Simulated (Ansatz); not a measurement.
## Work function of Pd(110): what the settings cost and change

Aim: the work function of Pd(110) against thickness and vacuum, with the cost.

Main program and level: Ansatz 0.2.0; plane-wave DFT, PBE, Ansatz PAW.

The experiments to compare with:

For Pd (clean (110) face, a compiled value), “Anisotropic work function of elemental crystals” (2019, arxiv:1902.07811) quotes earlier work: work function (clean (110) face, a compiled value) 5.07 eV.

Report form: the programs' logs are mostly left out.

## 1. The starting structure

The cell holds 1 atom: 1 Pd. Cell: a = 3.890 Å, b = 2.751 Å, c = 18.000 Å, α = 90.0°, β = 90.0°, γ = 90.0°. Vacuum lies along c.

## 2. Slab, setting 1 layer

A work function rests on the faint tail of the density, so the SCF threshold is tight. The slab grows from one layer, at fixed mesh and 18 Å of vacuum; then the vacuum is varied on one slab.

The input, input.yaml:

```yaml
crystal:
  lattice:
    - [3.89, 0.0, 0.0]
    - [0.0, 2.7506453788, 0.0]
    - [0.0, 0.0, 18.0]
  atoms:
    - { symbol: Pd, position: [0.5, 0.5, 0.5] }
kpoints:
  mp_grid: { grid: [11, 15, 1] }
hamiltonian:
  xc: pbe
scf:
  occupations: { method: fermi_dirac, width: 0.1 }
  convergence: { dr2_threshold: 1.0e-09 }
efield:
  axis: 3
  dipole_correction: true
  ramp_position: 0.97
  ramp_width: 0.06
output:
  write_potential: true
  write_density: true
  volumetric_format: npy
  elf: true
```

The run is started by

```bash
$ ansatz run input.yaml --threads 2 --pin off --max-ram 3072MiB --backend cpu --events-out ev --progress --plain --runs-dir out
```

The job ended after 20 s (2 threads of Arm Neoverse N1, shared host; peak memory 0.48 GiB).

This step gave:

- energy at zero smearing: -6970.4243 eV
- work function, upper face: 5.292 eV

Running mean over 1.375 Å of the planar mean; the ramp of the sawtooth is left out. The electron's electrostatic potential energy less the Fermi level by z:

```
z (Å)  electron's electrostatic potential energy less the Fermi level (eV)
 2.88                                                                 5.29
 3.31                                                                 5.29
 3.74                                                                 5.29
 4.18                                                                 5.29
 4.61                                                                 5.29
 5.04                                                                 5.29
 5.47                                                                 5.29
 5.90                                                                 5.28
 6.19                                                                 5.26
 6.62                                                                 5.19
 7.06                                                                 4.98
 7.49                                                                 4.29
 7.92                                                                 2.01
 8.35                                                                -2.00
 8.78                                                                -5.37
 9.22                                                                -5.37
 9.65                                                                -2.00
10.08                                                                 2.01
10.51                                                                 4.29
10.94                                                                 4.98
11.38                                                                 5.19
11.81                                                                 5.26
12.10                                                                 5.28
12.53                                                                 5.29
12.96                                                                 5.29
13.39                                                                 5.29
13.82                                                                 5.29
14.26                                                                 5.29
14.69                                                                 5.29
15.12                                                                 5.29
```

Electrostatic potential energy in the ca plane at fractional y = 0.500, with atoms of Pd within 0.2 Å of it. With pseudopotentials it is smooth inside the atoms' cores, unlike the true potential.

Values in eV, 5 rows by 16 columns, each cell a mean:
```
  2   2   2   2   2   2   2   0   0   2   2   2   2   2   2   2
  2   2   2   2   2   2   1 -13 -16   0   2   2   2   2   2   2
  2   2   2   2   2   2   1 -20 -23  -1   2   2   2   2   2   2
  2   2   2   2   2   2   1  -8 -11   1   2   2   2   2   2   2
  2   2   2   2   2   2   2   1   1   2   2   2   2   2   2   2
```
Columns run along c (18.0 Å; values clipped at the 3rd and 97th percentile), rows up along a (3.9 Å). Atoms in or near the plane, at fractional coordinates: Pd at (0.50, 0.50).

ELF in the ca plane at fractional y = 0.500, with atoms of Pd within 0.2 Å of it. It is the smooth field of the valence electrons, not physical close to the nuclei.

Ten even steps from '0' (0.00) to '9' (0.53), each cell a mean:
```
00000000000000000001112111000000000000000000
00000000000000000012233321100000000000000000
00000000000000000123588742100000000000000000
00000000000000000124898963110000000000000000
00000000000000000124975973110000000000000000
00000000000000000123799952110000000000000000
00000000000000000112456432100000000000000000
00000000000000000011222211000000000000000000
00000000000000000001111110000000000000000000
```
Columns run along c (18.0 Å), rows up along a (3.9 Å). Atoms in or near the plane, at fractional coordinates: Pd at (0.50, 0.50).

Valence density in the ca plane at fractional y = 0.500, with atoms of Pd within 0.2 Å of it. It is the smooth field of the valence electrons, not physical close to the nuclei.

Ten steps, logarithmic in the rise over the least value, from '0' (0 e/Å³) to '9' (13 e/Å³), each cell a mean:
```
00000000000000000000000000000000000000000000
00000000000000000000122110000000000000000000
00000000000000000001366520000000000000000000
00000000000000000002699841000000000000000000
00000000000000000002799841000000000000000000
00000000000000000002588731000000000000000000
00000000000000000001244310000000000000000000
00000000000000000000011100000000000000000000
00000000000000000000000000000000000000000000
```
Columns run along c (18.0 Å), rows up along a (3.9 Å). Atoms in or near the plane, at fractional coordinates: Pd at (0.50, 0.50).

The work function is 5.292 eV.

## 3. Slab, 2 atoms

System of this step: Pd(110). The cell holds 2 atoms: 2 Pd. Its edges and angles: a = 3.890 Å, b = 2.751 Å, c = 19.375 Å, α = 90.0°, β = 90.0°, γ = 90.0°. Vacuum lies along c.

input.yaml, the sections that differ from step 2:

```yaml
crystal:
  lattice:
    - [3.89, 0.0, 0.0]
    - [0.0, 2.7506453788, 0.0]
    - [0.0, 0.0, 19.3753226894]
  atoms:
    - { symbol: Pd, position: [0.5, 0.5, 0.4645083927] }
    - { symbol: Pd, position: [0.0, 0.0, 0.5354916073] }
output:
  write_potential: true
  write_density: true
  volumetric_format: npy
# kpoints, hamiltonian, scf, efield: as in step 2
```

It took 26 s on 2 threads; peak memory 0.5 GiB.

The work function is 4.956 eV, -0.336 eV from the run “1 layer”, at 1.3 times its CPU time.

## 4. Slab, 3 atoms

System of this step: Pd(110). The cell holds 3 atoms: 3 Pd. Cell: a = 3.890 Å, b = 2.751 Å, c = 20.751 Å, α = 90.0°, β = 90.0°, γ = 90.0°. Vacuum lies along c.

input.yaml, the sections that differ from step 3:

```yaml
crystal:
  lattice:
    - [3.89, 0.0, 0.0]
    - [0.0, 2.7506453788, 0.0]
    - [0.0, 0.0, 20.7506453788]
  atoms:
    - { symbol: Pd, position: [0.0, 0.0, 0.4337214499] }
    - { symbol: Pd, position: [0.5, 0.5, 0.5] }
    - { symbol: Pd, position: [0.0, 0.0, 0.5662785501] }
# kpoints, hamiltonian, scf, efield, output: as in step 3
```

Wall time 44 s (2 threads); peak memory 0.62 GiB.

The work function is 4.746 eV, -0.210 eV from the run “2 layers”, at 1.7 times its CPU time.

## 5. Slab, 4 atoms

System of this step: Pd(110). The cell holds 4 atoms: 4 Pd. Its edges and angles: a = 3.890 Å, b = 2.751 Å, c = 22.126 Å, α = 90.0°, β = 90.0°, γ = 90.0°. Vacuum lies along c.

input.yaml, the sections that differ from step 4:

```yaml
crystal:
  lattice:
    - [3.89, 0.0, 0.0]
    - [0.0, 2.7506453788, 0.0]
    - [0.0, 0.0, 22.1259680682]
  atoms:
    - { symbol: Pd, position: [0.5, 0.5, 0.4067618634] }
    - { symbol: Pd, position: [0.0, 0.0, 0.4689206211] }
    - { symbol: Pd, position: [0.5, 0.5, 0.5310793789] }
    - { symbol: Pd, position: [0.0, 0.0, 0.5932381366] }
# kpoints, hamiltonian, scf, efield, output: as in step 4
```

Wall time 66 s (2 threads); peak memory 0.74 GiB.

The work function is 4.914 eV, +0.168 eV from the run “3 layers”, at 1.5 times its CPU time.

## 6. Slab, 5 atoms

System of this step: Pd(110). The cell holds 5 atoms: 5 Pd. Cell: a = 3.890 Å, b = 2.751 Å, c = 23.501 Å, α = 90.0°, β = 90.0°, γ = 90.0°. Vacuum lies along c.

input.yaml, the sections that differ from step 5:

```yaml
crystal:
  lattice:
    - [3.89, 0.0, 0.0]
    - [0.0, 2.7506453788, 0.0]
    - [0.0, 0.0, 23.5012907576]
  atoms:
    - { symbol: Pd, position: [0.0, 0.0, 0.3829576891] }
    - { symbol: Pd, position: [0.5, 0.5, 0.4414788446] }
    - { symbol: Pd, position: [0.0, 0.0, 0.5] }
    - { symbol: Pd, position: [0.5, 0.5, 0.5585211554] }
    - { symbol: Pd, position: [0.0, 0.0, 0.6170423109] }
# kpoints, hamiltonian, scf, efield, output: as in step 5
```

The job ended after 93 s (2 threads; peak memory 0.87 GiB; 2.6 min of CPU time).

The work function is 4.719 eV, -0.195 eV from the run “4 layers”, at 1.4 times its CPU time.

## 7. Slab, 6 atoms

System of this step: Pd(110). The cell holds 6 atoms: 6 Pd. Cell: a = 3.890 Å, b = 2.751 Å, c = 24.877 Å, α = 90.0°, β = 90.0°, γ = 90.0°. Vacuum lies along c.

input.yaml, the sections that differ from step 6:

```yaml
crystal:
  lattice:
    - [3.89, 0.0, 0.0]
    - [0.0, 2.7506453788, 0.0]
    - [0.0, 0.0, 24.876613447]
  atoms:
    - { symbol: Pd, position: [0.5, 0.5, 0.361785579] }
    - { symbol: Pd, position: [0.0, 0.0, 0.4170713474] }
    - { symbol: Pd, position: [0.5, 0.5, 0.4723571158] }
    - { symbol: Pd, position: [0.0, 0.0, 0.5276428842] }
    - { symbol: Pd, position: [0.5, 0.5, 0.5829286526] }
    - { symbol: Pd, position: [0.0, 0.0, 0.638214421] }
# kpoints, hamiltonian, scf, efield, output: as in step 6
```

Wall time 2.1 min (2 threads); peak memory 1 GiB; 3.6 min of CPU time.

The work function is 4.803 eV, +0.084 eV from the run “5 layers”, at 1.4 times its CPU time.

## 8. Run, 8 atoms

System of this step: Pd(110). The cell holds 8 atoms: 8 Pd. Its edges and angles: a = 3.890 Å, b = 2.751 Å, c = 27.627 Å, α = 90.0°, β = 90.0°, γ = 90.0°. Vacuum lies along c.

input.yaml, the sections that differ from step 7:

```yaml
crystal:
  lattice:
    - [3.89, 0.0, 0.0]
    - [0.0, 2.7506453788, 0.0]
    - [0.0, 0.0, 27.6272588259]
  atoms:
    - { symbol: Pd, position: [0.5, 0.5, 0.3257652182] }
    - { symbol: Pd, position: [0.0, 0.0, 0.3755465844] }
    - { symbol: Pd, position: [0.5, 0.5, 0.4253279507] }
    - { symbol: Pd, position: [0.0, 0.0, 0.4751093169] }
    - { symbol: Pd, position: [0.5, 0.5, 0.5248906831] }
    - { symbol: Pd, position: [0.0, 0.0, 0.5746720493] }
    - { symbol: Pd, position: [0.5, 0.5, 0.6244534156] }
    - { symbol: Pd, position: [0.0, 0.0, 0.6742347818] }
# kpoints, hamiltonian, scf, efield, output: as in step 7
```

The job ended after 3.6 min (2 threads; peak memory 1.4 GiB; 6.4 min of CPU time).

The work function is 4.734 eV, -0.069 eV from the run “6 layers”, at 1.8 times its CPU time.

## 9. Slab, 10 atoms

System of this step: Pd(110). The cell holds 10 atoms: 10 Pd. Its edges and angles: a = 3.890 Å, b = 2.751 Å, c = 30.378 Å, α = 90.0°, β = 90.0°, γ = 90.0°. Vacuum lies along c.

input.yaml, the sections that differ from step 8:

```yaml
crystal:
  lattice:
    - [3.89, 0.0, 0.0]
    - [0.0, 2.7506453788, 0.0]
    - [0.0, 0.0, 30.3779042047]
  atoms:
    - { symbol: Pd, position: [0.5, 0.5, 0.2962679696] }
    - { symbol: Pd, position: [0.0, 0.0, 0.3415417541] }
    - { symbol: Pd, position: [0.5, 0.5, 0.3868155387] }
    - { symbol: Pd, position: [0.0, 0.0, 0.4320893232] }
    - { symbol: Pd, position: [0.5, 0.5, 0.4773631077] }
    - { symbol: Pd, position: [0.0, 0.0, 0.5226368923] }
    - { symbol: Pd, position: [0.5, 0.5, 0.5679106768] }
    - { symbol: Pd, position: [0.0, 0.0, 0.6131844613] }
    - { symbol: Pd, position: [0.5, 0.5, 0.6584582459] }
    - { symbol: Pd, position: [0.0, 0.0, 0.7037320304] }
# kpoints, hamiltonian, scf, efield, output: as in step 8
```

Run time: 5.5 min. Hardware: 2 threads; peak memory 1.8 GiB.

The work function is 4.800 eV, +0.066 eV from the run “8 layers”, at 1.5 times its CPU time.

## 10. Run, 13 atoms

System of this step: Pd(110). The cell holds 13 atoms: 13 Pd. Its edges and angles: a = 3.890 Å, b = 2.751 Å, c = 34.504 Å, α = 90.0°, β = 90.0°, γ = 90.0°. Vacuum lies along c.

input.yaml, the sections that differ from step 9:

```yaml
crystal:
  lattice:
    - [3.89, 0.0, 0.0]
    - [0.0, 2.7506453788, 0.0]
    - [0.0, 0.0, 34.5038722729]
  atoms:
    - { symbol: Pd, position: [0.0, 0.0, 0.2608402886] }
    - { symbol: Pd, position: [0.5, 0.5, 0.3007002405] }
    - { symbol: Pd, position: [0.0, 0.0, 0.3405601924] }
    - { symbol: Pd, position: [0.5, 0.5, 0.3804201443] }
    - { symbol: Pd, position: [0.0, 0.0, 0.4202800962] }
    - { symbol: Pd, position: [0.5, 0.5, 0.4601400481] }
    - { symbol: Pd, position: [0.0, 0.0, 0.5] }
    - { symbol: Pd, position: [0.5, 0.5, 0.5398599519] }
    - { symbol: Pd, position: [0.0, 0.0, 0.5797199038] }
    - { symbol: Pd, position: [0.5, 0.5, 0.6195798557] }
    - { symbol: Pd, position: [0.0, 0.0, 0.6594398076] }
    - { symbol: Pd, position: [0.5, 0.5, 0.6992997595] }
    - { symbol: Pd, position: [0.0, 0.0, 0.7391597114] }
# kpoints, hamiltonian, scf, efield, output: as in step 9
```

Wall time 9.7 min (2 threads); peak memory 2.5 GiB; 17 min of CPU time.

The work function is 4.788 eV, -0.012 eV from the run “10 layers”, at 1.7 times its CPU time.

## 11. Run, 7 atoms

System of this step: Pd(110). The cell holds 7 atoms: 7 Pd. Cell: a = 3.890 Å, b = 2.751 Å, c = 18.252 Å, α = 90.0°, β = 90.0°, γ = 90.0°. Vacuum lies along c.

input.yaml, the sections that differ from step 10:

```yaml
crystal:
  lattice:
    - [3.89, 0.0, 0.0]
    - [0.0, 2.7506453788, 0.0]
    - [0.0, 0.0, 18.2519361364]
  atoms:
    - { symbol: Pd, position: [0.0, 0.0, 0.2739435402] }
    - { symbol: Pd, position: [0.5, 0.5, 0.3492956934] }
    - { symbol: Pd, position: [0.0, 0.0, 0.4246478467] }
    - { symbol: Pd, position: [0.5, 0.5, 0.5] }
    - { symbol: Pd, position: [0.0, 0.0, 0.5753521533] }
    - { symbol: Pd, position: [0.5, 0.5, 0.6507043066] }
    - { symbol: Pd, position: [0.0, 0.0, 0.7260564598] }
# kpoints, hamiltonian, scf, efield, output: as in step 10
```

Elapsed: 2.3 min, on 2 threads; peak memory 0.92 GiB.

The work function is 4.838 eV. The program marks this work function as in doubt.

## 12. Run, 7 atoms (run 2)

The cell differs from the one that the last finished run ended in (c 18.252 → 22.252 Å).

input.yaml, the sections that differ from step 11:

```yaml
crystal:
  lattice:
    - [3.89, 0.0, 0.0]
    - [0.0, 2.7506453788, 0.0]
    - [0.0, 0.0, 22.2519361364]
  atoms:
    - { symbol: Pd, position: [0.0, 0.0, 0.3145793677] }
    - { symbol: Pd, position: [0.5, 0.5, 0.3763862451] }
    - { symbol: Pd, position: [0.0, 0.0, 0.4381931226] }
    - { symbol: Pd, position: [0.5, 0.5, 0.5] }
    - { symbol: Pd, position: [0.0, 0.0, 0.5618068774] }
    - { symbol: Pd, position: [0.5, 0.5, 0.6236137549] }
    - { symbol: Pd, position: [0.0, 0.0, 0.6854206323] }
# kpoints, hamiltonian, scf, efield, output: as in step 11
```

The job ended after 2.3 min (2 threads; peak memory 1.1 GiB).

The work function is 4.836 eV, -0.001 eV from the run “7 layers, 10 Å of vacuum”, at 1.0 times its CPU time.

## 13. Run, 7 atoms (run 3)

The cell differs from the one that the last finished run ended in (c 22.252 → 34.252 Å).

input.yaml, the sections that differ from step 12:

```yaml
crystal:
  lattice:
    - [3.89, 0.0, 0.0]
    - [0.0, 2.7506453788, 0.0]
    - [0.0, 0.0, 34.2519361364]
  atoms:
    - { symbol: Pd, position: [0.0, 0.0, 0.3795405885] }
    - { symbol: Pd, position: [0.5, 0.5, 0.4196937257] }
    - { symbol: Pd, position: [0.0, 0.0, 0.4598468628] }
    - { symbol: Pd, position: [0.5, 0.5, 0.5] }
    - { symbol: Pd, position: [0.0, 0.0, 0.5401531372] }
    - { symbol: Pd, position: [0.5, 0.5, 0.5803062743] }
    - { symbol: Pd, position: [0.0, 0.0, 0.6204594115] }
# kpoints, hamiltonian, scf, efield, output: as in step 12
```

The job ended after 3.8 min (2 threads; peak memory 1.5 GiB; 6.5 min of CPU time).

The work function is 4.836 eV, -0.000 eV from the run “7 layers, 14 Å of vacuum”, at 1.6 times its CPU time.

## 14. The series together

Times are for 2 threads of Arm Neoverse N1, shared host. The runs compared:

```
no.                   setting  work function, upper face (eV)     time  memory (GiB)
  1                   1 layer                           5.292     20 s          0.48
  2                  2 layers                           4.956     26 s           0.5
  3                  3 layers                           4.746     44 s          0.62
  4                  4 layers                           4.914     66 s          0.74
  5                  5 layers                           4.719     93 s          0.87
  6                  6 layers                           4.803  2.1 min           1.0
  7                  8 layers                           4.734  3.6 min           1.4
  8                 10 layers                           4.800  5.5 min           1.8
  9                 13 layers                           4.788  9.7 min           2.5
 10  7 layers, 10 Å of vacuum                           4.838  2.3 min          0.92
 11  7 layers, 14 Å of vacuum                           4.836  2.3 min           1.1
 12  7 layers, 26 Å of vacuum                           4.836  3.8 min           1.5
```

## 15. What came out

```yaml
work_function_1_layer: 5.292 eV
work_function_5_layers: 4.719 eV
work_function_6_layers: 4.803 eV
work_function_13_layers: 4.788 eV
```

What this shows: The thickest slab gives 4.79 eV, and the settings tried spread the value from 4.72 to 5.29 eV. At 18 Å of vacuum, the slabs from 10 layers on stay within 0.02 eV of the thickest. Beyond two layers the value swings up and down with thickness, as is usual where quantum-well states cross the Fermi level; the levels were not examined here. Going from 10 to 26 Å of vacuum moves it by 0.001 eV. The program marks the value as in doubt in “7 layers, 10 Å of vacuum”. The ladder's slabs use the tabulated experimental lattice constant (two decimals; a low-temperature value for the alkali metals). The main runs have no spin polarisation; a magnetic state could lie lower and would change these results. In 1 run of the series (7 layers, 10 Å of vacuum) the program warns that electrons reach the sawtooth's ramp, which makes dipole and work function less sure.

Computed beside measured:

```
                                               quantity  measured        13 layers
work function (clean (110) face, a compiled value) (eV)      5.07  4.79 (-0.28 eV)
```

Measured values from arxiv:1902.07811 (2019).

Verdict: The work function is off by -0.28 eV: fair agreement. The grades are ours: good and fair within 3 and 7 % for the work function. No cell relaxation is part of this session.

[Logs are printed without paths, hosts, clocks, repeated set-up lines and the standing remarks that a program may print on its own settings, such as how far it seeks lower states.]

[Hosts, paths, dates, database ids (printed as entryN), source tags and the programs' standing remarks are cut or masked in the printed files.]

[Maps of the electrostatic potential energy from Ansatz leave out the sawtooth potential of an applied field or a dipole correction, so their vacuum need not be flat; planar profiles and work functions include it.]
